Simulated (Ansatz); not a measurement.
An input for Ansatz 0.2.0 (MoS2 (P6_3/mmc)):

```yaml
crystal:
  lattice:
    - [3.169, 0.0, 0.0]
    - [-1.5845, 2.7444345046, 0.0]
    - [0.0, 0.0, 12.324]
  atoms:
    - { symbol: Mo, position: [0.3333333333, 0.6666666667, 0.25] }
    - { symbol: Mo, position: [0.6666666667, 0.3333333333, 0.75] }
    - { symbol: S, position: [0.3333333333, 0.6666666667, 0.623] }
    - { symbol: S, position: [0.6666666667, 0.3333333333, 0.123] }
    - { symbol: S, position: [0.3333333333, 0.6666666667, 0.877] }
    - { symbol: S, position: [0.6666666667, 0.3333333333, 0.377] }
kpoints:
  mp_grid: { grid: [6, 6, 2] }
  band_path:
    path:
      - [0.0, 0.0, 0.0]
      - [0.5, 0.0, 0.0]
      - [0.33333333, 0.33333333, 0.0]
      - [0.0, 0.0, 0.5]
      - [0.5, 0.0, 0.5]
      - [0.33333333, 0.33333333, 0.5]
      - [0.1666666667, 0.1666666667, 0.0]
    npoints: 1
hamiltonian:
  xc: hse06
  pseudopotentials: { kind: paw_fr, azcp: { folder: soft_1 } }
scf:
  occupations: { method: fermi_dirac, width: 0.02 }
  n_extra_bands: 12
magnetization:
  noncollinear: true
  spin_orbit: true
output:
  eigenvalues: true
```

The database entry behind the starting cell differs from later determinations by our own check (about 0.3 % long), so it need not match the best structure at ambient conditions.

```sh
ansatz run input.yaml --threads 4 --pin off --max-ram 138240MiB --backend cuda --events-out ev --progress --plain --runs-dir out --devices 1 --max-vram 26GiB
```

Question: Estimate wall time and host memory on 1 × NVIDIA H100 80GB HBM3 (shared by 3 runs) with 4 threads of AMD EPYC 7R13 (Zen 3), shared host.

It took 44 s; on shared hardware allow 22 s to 87 s. Peak host memory was 2.1 GiB. The sizes that set the cost: 2081 plane waves a state, 14 irreducible k points and 18 SCF cycles.

Exact exchange couples every pair of k points and filled bands, so it costs far more than a semilocal run.

[Paths, hosts, dates, memory and timing lines, banners, echoed tables and standing remarks are left out of the program output.]

[Logs are printed without paths, hosts, clocks, repeated set-up lines and the standing remarks that a program may print on its own settings, such as how far it seeks lower states.]

[Runs of the session that timed out or met a known fault of the program may be left out.]

[Cells called generated may have been cut or substituted from an entry of the Crystallography Open Database or the Materials Project.]

[Hosts, paths, dates, database ids (printed as entryN), source tags and the programs' standing remarks are cut or masked in the printed files.]
